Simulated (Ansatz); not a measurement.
# Heat carried by phonons in GaN (P6_3mc), part 2 of 2

How well does the lattice of GaN conduct heat?

Measurements to reproduce:
- thermal conductivity 210 W/m/K near room temperature (given in “Combining the AFLOW GIBBS and Elastic Libraries to efficiently and robustly screen thermo-mechanical properties of solids”, 2017, arXiv:1611.05714)

Ansatz 0.2.0; DFT LDA, scalar-relativistic, plane waves, PAW; PAW set soft_1.

So far. Step 2 (A first coarse run): The start is under -4.5 GPa at this level and looks like an insulator or semiconductor on this mesh. Step 4 (Relaxing to small residual forces and stress): The residual pressure is -0.0016 GPa, small enough for phonons. The relaxed cell has a = 3.152, c = 5.138 Å (conventional setting).

The database entry behind the starting cell differs from later determinations by our own check (about 0.3 % short, ideal inner coordinate), so it need not match the best structure at ambient conditions.

### 6. Third-order constants and the Boltzmann equation

Pairs of atoms inside the cutoff are displaced in a supercell, the forces give the cubic constants, and these give the three-phonon rates of the Boltzmann equation.

Input file input.yaml:

```yaml
crystal:
  lattice:
    - [3.15164975, 0.0, 0.0]
    - [-1.575824875, 2.7294087473, 0.0]
    - [0.0, 0.0, 5.1383029334]
  atoms:
    - { symbol: Ga, position: [0.3333333333, 0.6666666667, -0.0006990692] }
    - { symbol: Ga, position: [0.6666666667, 0.3333333333, 0.4993009308] }
    - { symbol: "N", position: [0.3333333333, 0.6666666667, 0.3756990692] }
    - { symbol: "N", position: [0.6666666667, 0.3333333333, 0.8756990692] }
kpoints:
  mp_grid: { grid: [9, 9, 6] }
hamiltonian:
  xc: lda
  pseudopotentials: { kind: paw, azcp: { folder: soft_1 }, xc_functional: pbe }
scf:
  occupations: { method: fixed }
  lower_state_search: "off"
output:
  eigenvalues: true
phonons:
  method: fd
  dielectric: true
  supercell: [3, 3, 2]
  temperatures: { t_max: 1000, t_step: 50 }
  qpath:
    path:
      - [[0.0, 0.0, 0.0], [0.5, 0.0, 0.0], [0.33333333, 0.33333333, 0.0], [0.0, 0.0, 0.0], [0.0, 0.0, 0.5], [0.5, 0.0, 0.5], [0.33333333, 0.33333333, 0.5], [0.0, 0.0, 0.5]]
      - [[0.5, 0.0, 0.5], [0.5, 0.0, 0.0]]
      - [[0.33333333, 0.33333333, 0.0], [0.33333333, 0.33333333, 0.5]]
    npoints: 10
  third_order: { supercell: [3, 3, 2], pair_cutoff: 3.848 }
  lattice_thermal_conductivity:
    qmesh: [19, 19, 9]
    temperatures: [100.0, 150.0, 200.0, 300.0, 400.0, 500.0, 600.0, 800.0]
    isotope_mass_variance:
      - { species: Ga, variance: 0.0001971 }
      - { species: "N", variance: 1.838e-05 }
```

Started as:

```
> ansatz run input.yaml --threads 18 --pin off --max-ram 92160MiB --backend cuda --events-out ev --progress --plain --runs-dir out --max-vram 78GiB
```

Numbers of over 12 decimals in the logs are rounded to 6 here.

What it wrote:

```text
Warning: phonons: the dynamical matrix that this run interpolates holds no multipole term above the dipole-dipole one, and a site of this crystal is no centre of inversion, so its interpolated transverse optical and acoustic branches and sound speeds can stay off near Gamma, and the density of states and the thermodynamics with them. What a run solves at a wave vector of phonons.qpoints, Gamma apart, where the deck admits one, is free of this, and under fd what a larger phonons.supercell samples
Warning: phonons.dielectric: true without phonons.rigid_motions: the static dielectric tensor ε⁰ will be withheld (ε∞, Z* and the rows of modes are given); for a crystal or a slab, whose only rigid motions are the translations, set phonons.rigid_motions: translations
[...]
Crystal: 72 atoms, lattice volume = 795.607 Å³
Basis set: ecut = 420 eV, 15527 PW (Γ)
Bands: 396, of which v1, the nominal top of the filled ones, is band 324 counted from 1 (323 counted from 0)
Symmetry: 216 space group operations
k-points: 6 of 27 (time reversal used)
[...]
SCF iter   1: F=—  HF=-146955.562362 eV  |F-HF|=—  |Δ(HF+E_count)|=         —  Δρ=3.44e-8  dr2=7.73e-12  ethr=1.00e-12  ⟨swp⟩=3.0  Hψ=5853  notcnv=0
[...]
SCF iter   2: F=-146955.562362 eV  HF=-146955.562362 eV  |F-HF|=8.73e-11  |Δ(HF+E_count)|=  2.91e-11  Δρ=1.45e-8  dr2=1.12e-12  ethr=1.00e-12  ⟨swp⟩=3.0  Hψ=4993  notcnv=0
SCF 1 converged in 2 iterations: F = -146955.562362 eV  dr2 = 1.12e-12
[...]
Crystal: 4 atoms, lattice volume = 44.200 Å³
Basis set: ecut = 420 eV, 845 PW (Γ), exchange–correlation on 48×48×72 points (8 copies of the dense FFT grid, shifted against one another)
Bands: 22, of which v1, the nominal top of the filled ones, is band 18 counted from 1 (17 counted from 0)
Symmetry: 12 space group operations
k-points: 140 of 486 (irreducible under 2 space group operations, time reversal used)
[...]
SCF iter   1: F=—  HF=-8164.197911 eV  |F-HF|=—  |Δ(HF+E_count)|=         —  Δρ=8.32e-8  dr2=2.37e-12  ethr=1.69e-8  ⟨swp⟩=3.0  Hψ=20406  notcnv=0  defer=251
eigensolver tolerance schedule: the retry pair's looser diagonalisation over-reported the residual by 2570807.15 of it (diagonalisation noise at an unbounded share of the residual, at the tolerance the schedule requests for it); recorded, not acted on — ethr = c·dr2/N_el stays at c = 1.0e-1
[...]
SCF 2 converged in 2 iterations: F = -8164.197911 eV  dr2 = 2.15e-12
[...]
5.618895     0.000000     0.000000
        0.000000     5.618895     0.000000
        0.000000     0.000000     5.791621
  ε⁰ (static dielectric tensor): not given — the deck does not say what the cell's rigid motions are, and on a molecule in a box or a wire the rigid rotations would enter the sum over the modes at Γ. For a crystal or a slab, whose only rigid motions are the translations, set phonons.rigid_motions: translations.
  Born effective charges Z* (e; rows j = field, columns β = displacement):
    site 0:
         2.58548    0.00000   -0.00000
        -0.00000    2.58548    0.00000
        -0.00000   -0.00000    2.72158
    site 1:
         2.58548    0.00000   -0.00000
        -0.00000    2.58548   -0.00000
        -0.00000   -0.00000    2.72158
    site 2:
        -2.58548    0.00000    0.00000
         0.00000   -2.58548    0.00000
         0.00000    0.00000   -2.72158
    site 3:
        -2.58548   -0.00000   -0.00000
        -0.00000   -2.58548   -0.00000
        -0.00000   -0.00000   -2.72158
  Z* charge neutrality: 3.483e-3 e pre-enforcement
  solved inside a basis spanned on the 9×9×6 k-mesh, on 10×10×6 k-points, its susceptibility summed on 18×18×10: ε∞ is read to err by 1.7e-2, Z* by 2.0e-2 e; Z* is corrected for what the basis lacks
  optical modes at Γ without the LO–TO term, one row a degenerate level:
      ω (cm⁻¹)  modes    IR ((D/Å)²/amu)
        139.85      2             0.0000
        335.93      1             0.0000
        538.37      1            29.3019
        560.36      2            52.8890
        569.46      2             0.0000
        698.05      1             0.0000
  optical modes at Γ + LO–TO along q̂ = [1.0000, 0.0000, 0.0000]:
      ω (cm⁻¹)  modes    IR ((D/Å)²/amu)
        139.85      2             0.0000
        335.93      1             0.0000
        538.37      1            29.3019
        560.36      1            26.4445
        569.46      2             0.0000
        698.05      1             0.0000
        735.60      1            26.4445
  optical modes at Γ + LO–TO along q̂ = [0.0000, 1.0000, 0.0000]:
      ω (cm⁻¹)  modes    IR ((D/Å)²/amu)
        139.85      2             0.0000
        335.93      1             0.0000
        538.37      1            29.3019
        560.36      1            26.4445
        569.46      2             0.0000
        698.05      1             0.0000
        735.60      1            26.4445
  optical modes at Γ + LO–TO along q̂ = [0.0000, 0.0000, 1.0000]:
      ω (cm⁻¹)  modes    IR ((D/Å)²/amu)
        139.85      2             0.0000
        335.93      1             0.0000
        560.36      2            52.8890
        569.46      2             0.0000
        698.05      1             0.0000
        730.74      1            29.3019
  density of states and harmonic sums: on the 24×24×12 q-mesh, interpolated from the force constants of a 3×3×2 supercell (with the dipole–dipole term)
  largest difference from the sums on the solved wave vectors: F 3.02e-2 eV, S 4.47e-5 and C_V 1.41e-5 eV/K
  zero-point energy: 0.314312 eV/cell   skipped modes (ω ≤ 0): 3   left out of the sums: 3.62e-5 of the cell's modes: C_V's classical limit lies that fraction below 3 k_B per atom; for a crystal, a wire or a layer, F and S can be off by more, and a phonons.interpolated_qmesh denser along its periods is the remedy for the sampling
--- Third-order force constants: 652 member SCFs in a 3×3×2 supercell (pair cutoff 3.848 Å, amplitude 0.03 Å, SCF threshold 1.00e-9 eV, Σ member SCF iterations 5868) ---
  symmetry images taken by strict's conditions (phonons.symmetry_images: auto; settled by the asymmetry read); asymmetry of the core-correction force 6.3e-7 eV/Å at the most on a site, 2.4e-5 eV/Å summed over every site of the supercell
  sum-rule residual: 1.074e0 → 6.967e-14 eV/Å³; symmetrization residual: 1.757e-1 eV/Å³; largest sum-rule correction relative to its orbit: 3.377e-1, on the orbit of the block of home site 0 with site 2 of cell (-1, -1, 0) and site 2 of cell (-1, -1, 0), whose norm before the correction was 6.735e-1 eV/Å³
--- Lattice thermal conductivity: 19×19×9 mesh (200 irreducible points), tetrahedron method ---
  three-phonon and isotope scattering only; four-phonon, boundary and, in a metal, phonon-electron scattering are left out
  each conductivity is what the modes' populations carry and what the coherences between them add
  conductivity (a third of the tensor's trace), W/(m K), in the relaxation-time approximation and from the full solution:
       T (K)   relaxation time   full solution  iterations             ending  least Ritz value
      100.00          824.6449        873.4588           6          converged          7.335e-1
      150.00          513.3651        542.7857           7          converged          6.516e-1
      200.00          369.5301        389.8772           8          converged          6.131e-1
      300.00          242.5143        255.2379           9          converged          5.868e-1
      400.00          185.8668        195.5234           9          converged          5.766e-1
      500.00          153.0226        161.0329           9          converged          5.707e-1
      600.00          131.0653        138.0202           9          converged          5.669e-1
      800.00          102.8814        108.5056           9          converged          5.621e-1
```

Run time: 21 min. Hardware: 1 × NVIDIA GB200 with 18 threads of Arm Neoverse V2, shared host; peak memory 3.6 GiB; 4 h of CPU time.

This step gave:

```yaml
lowest_frequency_on_the_path: 0 cm⁻¹
zero_point_energy: 0.3143 eV/cell
point_group: 6mm
highest_frequency: 735.6 cm⁻¹
debye_temperature_from_the_second_moment: 884 K
kappa_at_300_k_relaxation_time: 242.5 W/m/K
kappa_at_300_k_full_solution: 255.3 W/m/K
dipole_term: run
mean_free_path_at_half_of_kappa: 357 nm
share_of_kappa_above_the_three_lowest_branches: 0.32
third_order_blocks: 1444
periodic_aliases_dropped: 168
largest_relative_sum_rule_correction: 0.3377
displaced_cells_third_order: 652
```

LO-TO term included. Phonon branches along the path, in cm⁻¹:

```csv
point,branch 1,branch 2,branch 3,branch 4,branch 9,branch 10,branch 11,branch 12
Γ,0,0,0,140,570,570,698,736
halfway,103,115,168,209,593,629,684,718
M,138,184,205,234,617,646,692,703
halfway,177,192,223,235,626,645,680,697
K,212,212,217,257,649,653,653,690
halfway,130,134,189,224,601,634,681,712
Γ,0,0,0,140,570,570,698,736
halfway,61,61,129,132,568,568,703,726
A,107,107,107,107,564,564,715,715
halfway,148,148,172,172,602,602,700,700
L,173,173,177,177,613,613,700,700
halfway,161,161,212,212,635,635,692,692
H,157,157,241,241,664,664,672,672
halfway,165,165,173,173,608,608,696,696
A,107,107,107,107,564,564,715,715
jump to L,173,173,177,177,613,613,700,700
halfway,151,173,198,206,613,634,694,704
M,138,184,205,234,617,646,692,703
jump to K,212,212,217,257,649,653,653,690
halfway,182,182,225,253,657,661,661,685
H,157,157,241,241,664,664,672,672
```

W/m/K. Kappa, by row:

```csv
T (K),RTA xx,RTA yy,RTA zz,full xx,full yy,full zz,coherence part xx,coherence part yy,coherence part zz,ending,iterations,least Ritz value
100,798.6,798.6,876.8,845.5,845.5,929.4,0.01414,0.01414,0.003753,converged,6,0.733
150,504.4,504.4,531.2,532.7,532.7,563,0.02464,0.02464,0.007762,converged,7,0.652
200,366.5,366.5,375.6,385.9,385.9,397.7,0.03418,0.03418,0.01275,converged,8,0.613
300,242.3,242.3,243,254.4,254.4,257,0.05034,0.05034,0.02373,converged,9,0.587
400,186.2,186.2,185.2,195.4,195.4,195.8,0.06295,0.06295,0.03439,converged,9,0.577
500,153.5,153.5,152,161.2,161.2,160.8,0.0731,0.0731,0.04431,converged,9,0.571
600,131.6,131.6,129.9,138.3,138.3,137.5,0.08164,0.08164,0.05357,converged,9,0.567
800,103.5,103.5,101.7,108.8,108.8,107.8,0.09578,0.09578,0.07051,converged,9,0.562
```

Lattice thermal conductivity against temperature:

```csv
temperature (K),RTA xx (W/m/K),RTA zz (W/m/K),full xx (W/m/K),full zz (W/m/K)
100,799,877,846,929
150,504,531,533,563
200,366,376,386,398
300,242,243,254,257
400,186,185,195,196
500,154,152,161,161
600,132,130,138,138
800,104,102,109,108
```

The modes has structure finer than the step of the table below, so its rows give means over 25 cm⁻¹, whole bins alone (the curve runs from -10 to 767 cm⁻¹). Peaks (cm⁻¹: height): Ga 161.0: 0.0425, 307.6: 0.0376, 586.0: 0.00723; N 590.9: 0.0646, 693.5: 0.0589.

Phonopy on the run's constants, 21x21x11 mesh, Gaussian sigma 5.5 cm⁻¹. Table of modes by wavenumber; means over each step; values in 1/cm⁻¹/cell:

```csv
wavenumber (cm⁻¹),Ga,N
25,3.1e-4,6.2e-5
50,0.00123,2.4e-4
75,0.00286,5.2e-4
100,0.00597,9.9e-4
125,0.0132,0.00189
150,0.0323,0.00378
175,0.0376,0.00362
200,0.0302,0.00236
225,0.0237,0.00151
250,0.0113,7.8e-4
275,0.00907,6.8e-4
300,0.0284,8.3e-4
325,0.0247,3.4e-4
350,0.00147,1.4e-5
375,0,0
400,0,0
425,0,0
450,0,0
475,0,0
500,0,0
525,1.5e-5,8.4e-5
550,9.4e-4,0.00555
575,0.00534,0.0404
600,0.00494,0.0511
625,0.00197,0.0316
650,6.5e-4,0.0175
675,6.0e-4,0.0208
700,0.00212,0.0475
725,0.00100,0.00780
750,2.0e-5,1.0e-4
```

Distinct triplets, nearest first. Third order norms, by row:

```csv
sites,side 1 (Å),side 2 (Å),side 3 (Å),norm of the 27 components (eV/Å³)
Ga-Ga-Ga,0,0,0,140
N-N-N,0,0,0,152.4
Ga-N-N,0,1.93,1.93,62.31
Ga-N-Ga,0,1.93,1.93,61.32
Ga-Ga-N,0,1.93,1.93,58.93
Ga-N-N,0,1.93,1.93,60.54
Ga-Ga-N,1.93,1.93,3.15,1.334
Ga-Ga-N,1.93,1.93,3.15,1.337
Ga-N-N,1.93,1.93,3.15,0.962
Ga-N-N,1.93,1.93,3.15,0.746
Ga-Ga-Ga,0,3.15,3.15,3.174
Ga-Ga-Ga,3.15,3.15,3.15,0.387
Ga-Ga-Ga,3.15,3.15,3.15,0.383
Ga-Ga-Ga,3.15,3.15,3.15,0.226
Ga-Ga-Ga,3.15,3.15,3.15,0.25
Ga-Ga-Ga,0,3.15,3.15,3.325
Ga-Ga-Ga,0,3.15,3.15,3.464
N-N-N,0,3.15,3.15,2.708
N-N-N,3.15,3.15,3.15,0.186
N-N-N,3.15,3.15,3.15,0.224
N-N-N,3.15,3.15,3.15,0.231
N-N-N,3.15,3.15,3.15,0.248
N-N-N,0,3.15,3.15,3.055
N-N-N,0,3.15,3.15,2.87
Ga-Ga-N,1.93,3.15,3.2,0.366
Ga-N-N,1.93,3.15,3.2,0.296
Ga-N-N,0,3.2,3.2,0.787
Ga-N-Ga,0,3.2,3.2,0.921
Ga-N-Ga,1.93,3.15,3.69,0.268
Ga-N-N,1.93,3.15,3.69,0.355
```

Born charge (rows field, columns displacement) (e), principal values of the symmetric part by kind of site:

```csv
atom,atoms with these values,low,middle,high,mean
Ga1,2,2.59,2.59,2.72,2.63
N3,2,-2.72,-2.59,-2.59,-2.63
```

In full for Ga1:

```
2.59 0.00 0.00
0.00 2.59 0.00
0.00 0.00 2.72
```

RTA, 300 K. Kappa by branch, by row:

```csv
branch (by rank),mean frequency (THz),mean rms speed (km/s),median lifetime (ps),share of kappa
1,4.23,2.17,34.7,0.22
2,4.63,2.47,38.7,0.224
3,5.55,2.27,46.5,0.236
4,6.26,2.55,38.6,0.156
5,8.18,3.04,9.56,0.137
6,9.28,1.59,4.46,0.01
7,17.41,0.96,6.27,0.001
8,17.69,1.18,6.29,0.002
9,18.24,1.41,7.81,0.004
10,18.8,1.48,8.51,0.005
11,20.62,0.8,11.7,0.002
12,21.11,0.74,6.46,0.001
```

Spectral kappa at 300 K against frequency; read off at these points; values in W/m/K/THz:

```csv
frequency (THz),relaxation time (W/m/K/THz),full solution (W/m/K/THz)
0.25,0,0
1.25,41.5,41.9
1.75,35.8,36.3
2.25,56.3,57.9
2.75,38.2,40.4
3.25,28.3,30.7
3.75,34.2,37.8
4.25,21.7,23.9
4.75,23.0,25.0
5.75,42.5,44.2
6.25,40.5,41.8
7.25,13.5,14.8
7.75,7.20,8.60
8.75,3.26,4.36
9.25,2.19,2.73
10.25,0.0169,0.00163
10.75,0,0
11.75,0,0
12.25,0,0
13.25,0,0
13.75,0,0
14.75,0,0
15.25,0,0
16.25,0.00103,0.00295
16.75,0.0733,0.119
17.75,1.36,1.09
18.25,1.23,0.99
19.25,1.35,1.38
19.75,0.860,0.792
20.75,0.538,0.121
21.25,0.140,-0.0333
22.25,0,-1.1e-4
```

Relaxation-time solution. Share of κ carried by shorter paths against mean free path:

```csv
mean free path (nm),100 K,300 K,800 K
2.15,0,0,0.002
3.16,0,0,0.006
6.81,0,0.003,0.025
10,0,0.007,0.035
14.7,0,0.014,0.048
21.5,0.001,0.021,0.066
46.4,0.001,0.045,0.195
68.1,0.003,0.08,0.312
100,0.006,0.156,0.438
215,0.061,0.369,0.661
316,0.095,0.455,0.826
464,0.13,0.599,0.859
681,0.172,0.673,0.909
1470,0.23,0.791,0.976
2150,0.294,0.857,1
3160,0.35,0.91,1
6810,0.559,0.988,1
10000,0.637,1,1
14700,0.742,1,1
21500,0.901,1,1
46400,0.95,1,1
68100,1,1,1
```

300 K; a sample spread over frequency. Mode lifetimes, by row, the first 40 of 90 rows:

```csv
q1,q2,q3,branch,frequency (THz),rms speed (km/s),three-phonon rate (1/ps),isotope rate (1/ps),lifetime (ps),mean free path (nm)
0,0.0526,0,1,0.664,4.47,0.00178,4.68e-7,562,2510
0.0526,0.1053,0.1111,2,2.121,3.84,0.00358,9.82e-5,272,1040
0,0.2105,0.1111,1,2.82,3.01,0.00645,3.66e-4,147,442
0,0.2105,0.2222,2,3.304,3.29,0.0114,7.52e-4,82.6,272
0.0526,0.2632,0.1111,1,3.647,2.62,0.0157,0.00145,58.3,153
0.0526,0.1579,0.4444,1,3.906,2.89,0.0197,0.00222,45.6,132
0.1053,0.2105,0.2222,2,4.101,3.36,0.0224,0.00315,39.2,132
0.0526,0.3684,0.1111,1,4.203,1.91,0.0247,0.00463,34.1,65
0.0526,0.1053,0.2222,3,4.368,1.69,0.0278,0.0052,30.3,51.2
0.0526,0.1053,0.1111,4,4.491,1.53,0.0299,0.00603,27.8,42.5
0.1053,0.1579,0.4444,2,4.628,1.72,0.0267,0.00716,29.5,50.8
0.1053,0.4211,0.1111,1,4.714,2.62,0.0272,0.0105,26.5,69.5
0.0526,0.0526,0,5,4.783,3.16,0.0244,0.00902,29.9,94.7
0.2632,0.3158,0.3333,1,4.872,1.57,0.033,0.0108,22.8,35.8
0,0.3684,0.4444,2,4.976,1.89,0.0253,0.0108,27.7,52.3
0,0.0526,0.3333,5,5.066,6.9,0.0206,0.0117,30.9,213
0.0526,0.1579,0.4444,4,5.166,3.17,0.0154,0.0104,38.7,123
0.1053,0.3684,0.3333,2,5.293,2.04,0.0187,0.0089,36.2,73.9
0.1053,0.4211,0.2222,2,5.388,1.5,0.0142,0.0108,39.9,60
0.1053,0.1053,0.3333,4,5.485,3.2,0.0128,0.0105,42.8,137
0.0526,0.1053,0.3333,5,5.61,5.85,0.0043,0.00944,72.8,426
0.1579,0.4211,0,2,5.733,0.87,0.00908,0.00912,54.9,48
0.1053,0.1579,0.3333,4,5.875,2.73,0.00894,0.0109,50.3,137
0.1053,0.4211,0.4444,4,5.998,2.59,0.00832,0.0121,49.1,127
0,0.2632,0.3333,4,6.14,2.8,0.00813,0.0112,51.8,145
0.1053,0.4211,0.3333,4,6.252,2.31,0.00694,0.0118,53.4,123
0.2105,0.3158,0.4444,3,6.437,2.57,0.0049,0.012,59.2,152
0,0.2105,0,5,6.547,3.75,0.00512,0.0122,57.8,217
0.0526,0.2105,0.2222,5,6.705,5.56,0.00563,0.0104,62.2,346
0.1579,0.1579,0.1111,5,6.893,2.13,0.0117,0.0101,45.9,98
0.3158,0.3158,0.4444,3,7.071,1.23,0.031,0.0109,23.9,29.4
0.0526,0.3158,0.1111,4,7.243,1.94,0.0824,0.00893,11,21.2
0,0.3158,0,5,7.55,3.76,0.0406,0.0042,22.3,84
0,0.3158,0.2222,5,8.052,4.66,0.0858,0.00443,11.1,51.6
0.2632,0.2632,0.1111,5,8.529,1.71,0.11,0.00998,8.35,14.3
0.0526,0.3684,0.1111,5,8.74,3.1,0.0931,0.0134,9.39,29.2
0.1579,0.2105,0.4444,6,8.986,2.57,0.106,0.0205,7.91,20.3
0.1579,0.4211,0.1111,5,9.078,1.56,0.124,0.0349,6.31,9.84
0,0.3158,0.1111,6,9.166,0.93,0.196,0.0415,4.21,3.93
0.2105,0.2105,0.2222,6,9.272,1.07,0.167,0.0352,4.95,5.3
```

Without the LO-TO term. Gamma linewidths, by row:

```csv
branch,frequency (cm⁻¹),three-phonon rate (1/ps),isotope rate (1/ps),FWHM (cm⁻¹)
4,139.9,0.0238,0.00449,0.15
5,139.9,0.0238,0.00449,0.15
6,335.9,0.359,0.00579,1.94
7,538.4,1.94,0,10.3
8,560.4,0.408,6.93e-4,2.17
9,560.4,0.408,6.93e-4,2.17
10,569.5,0.121,0.0113,0.701
11,569.5,0.121,0.0113,0.701
12,698.1,0.0532,0.0232,0.405
```

W/m/K, third of the trace; RTA populations with a boundary rate v/L added to each mode (Matthiessen's rule). Kappa by grain size, by row:

```csv
T (K),bulk,10 nm,30 nm,100 nm,300 nm,1000 nm,10000 nm,100000 nm
100,824.6,7.387,20.23,54.33,114.2,217,513.1,752.7
300,242.5,12.95,30.5,66.3,111.5,162,224.1,240.2
600,131,12.83,27.54,53.24,80.48,105.3,126.9,130.5
```

W/m/K, third of the trace; RTA populations with the isotope rates scaled. Kappa by mass disorder, by row:

```csv
T (K),no isotopes,as typed,variance x 3,variance x 10,variance x 30
100,1527,824.6,567.8,321.4,168.9
300,380.6,242.5,180.9,123.4,78.95
600,179.5,131,100,69.94,47.84
```

At 300 K the relaxation-time value is 242 W/(m K).

### 7. Results

| Item | Value |
| --- | --- |
| highest frequency | 735.6 cm⁻¹ |
| Debye temperature from the second moment | 884 K |
| κ at 300 K (relaxation time) | 242.5 W/m/K |
| κ at 300 K (full solution) | 255.3 W/m/K |
| mean free path at half of κ | 357 nm |
| share of κ above the three lowest branches | 0.32 |

In words: The lattice of GaN conducts 255 W/(m K) at 300 K by LDA (mean over directions, full solution). The full solution lies +5 % from the relaxation-time value at 300 K, so the relaxation-time approximation serves here. Above 300 K the relaxation-time κ falls as T^-0.87. Grains of 100 nm would keep 27 % of the bulk value at 300 K, and grains of 1 µm 67 %. Removing the natural isotope disorder raises κ at 300 K by 57 %. A measured thermal conductivity near room temperature is 210 W/m/K (arXiv:1611.05714); the calculated 255 W/m/K differs by +22 %. Four-phonon, defect and boundary scattering, which are left out, would lower the calculated value; thermal expansion is left out too. The sum rules changed one orbit of cubic constants by up to 34 %; by the manual a large change points to a short cutoff or, on a small and distant orbit, to noisy forces. The conductivities include the coherence part between close branches; the shares for grains, isotopes, branches and paths are of the relaxation-time populations alone. Cubic couplings among atoms farther apart than the pair cutoff are dropped, and neither the cutoff nor the q-mesh was shown to be converged here. The interpolation has no quadrupole term, so branches near the zone centre are less sure, since this crystal has sites that are not centres of inversion. The PAW files were made for PBE and are used here under another functional, for which the program regenerates the frozen cores.

[Logs are printed without paths, hosts, clocks, repeated set-up lines and the standing remarks that a program may print on its own settings, such as how far it seeks lower states.]

[Hosts, paths, dates, database ids (printed as entryN), source tags and the programs' standing remarks are cut or masked in the printed files.]

[A step with changed settings may run another functional than the one named; its input shows which.]
